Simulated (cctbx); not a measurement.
# Lattice, Laue class and space group of a new crystal

Cell: a = 8.5210 Å, b = 8.5210 Å, c = 3.8540 Å, α = 90.00°, β = 90.00°, γ = 120.00°. Expected content of the cell: W6 Ru6 Na2.

The data are simulated with cctbx, not measured: Cu Kα, λ = 1.54184 Å, to d = 0.83 Å, 50 % of the full sphere, strongest reflection 5000 counts, noise from counting, a 6 % proportional error and a noise floor of 4 counts (s.d.); no absorption.

A first pass over the reflections prints:

```text
889 reflections to d = 0.830 A
centring   violations  <I/sigma> of those
    A        340 of   446      9.0
    B        343 of   442      9.2
    C        347 of   446      8.7
    I        335 of   438      8.7
    R        456 of   603      8.7
    F        515 of   667      8.9
Laue class    unique    Rint  (classes that these axes allow; Friedel mates merged)
P -1              670   0.046
P 1 1 2/m         460   0.046
P -3              296   0.051
P -3 1 m          171   0.461
P -3 m 1          184   0.465
P 6/m             176   0.054
P 6/m m m         116   0.475
space group    extra absences  I>4sigma  <I/sigma>
P 6                     0          0         -  acentric
P 63                    3          0       0.8  acentric
P -6                    0          0         -  acentric
P 6/m                   0          0         -  centric
P 63/m                  3          0       0.8  centric
Wilson B = 2.02 A^2   <|E^2-1|> = 0.932 (0.968 centric, 0.736 acentric)   E^2>4: 3.5 %
shell (A)         n   <I/sigma>
 7.38 - 1.66     26     20.2
 1.66 - 1.32     21     21.7
 1.32 - 1.15     23     18.2
 1.15 - 1.05     20     19.3
 1.05 - 0.97     21     21.6
 0.97 - 0.91     23     10.9
 0.91 - 0.87     22     15.1
 0.87 - 0.83     20     15.5
```

**Question.** What are the lattice type, the Laue class and the likely space group?

Every centring test has many violations, so the lattice is primitive.

Rint stays low (0.046 to 0.054) up to P 6/m and is 0.461 or more in the other classes.

5 settings pass the absence test. The most absences obeyed, 3, belong to P 63 and P 63/m, which absences can't tell apart.

⟨|E²−1|⟩ = 0.932 leans to a centrosymmetric structure. The Wilson B of 2.02 Å² means U ≈ 0.0256 Å².

The true group is P6_3/m (no. 176), Laue class 6/m, centrosymmetric. The tables only narrow the choice to the tied entries; cell content, site symmetry and trial solutions must settle it.

The model was made for the exercise: a known structure type with other elements put in, its volume estimated, not relaxed; displacement parameters are assumed.

[Logs are printed without paths, hosts, clocks, repeated set-up lines and the standing remarks that a program may print on its own settings, such as how far it seeks lower states.]
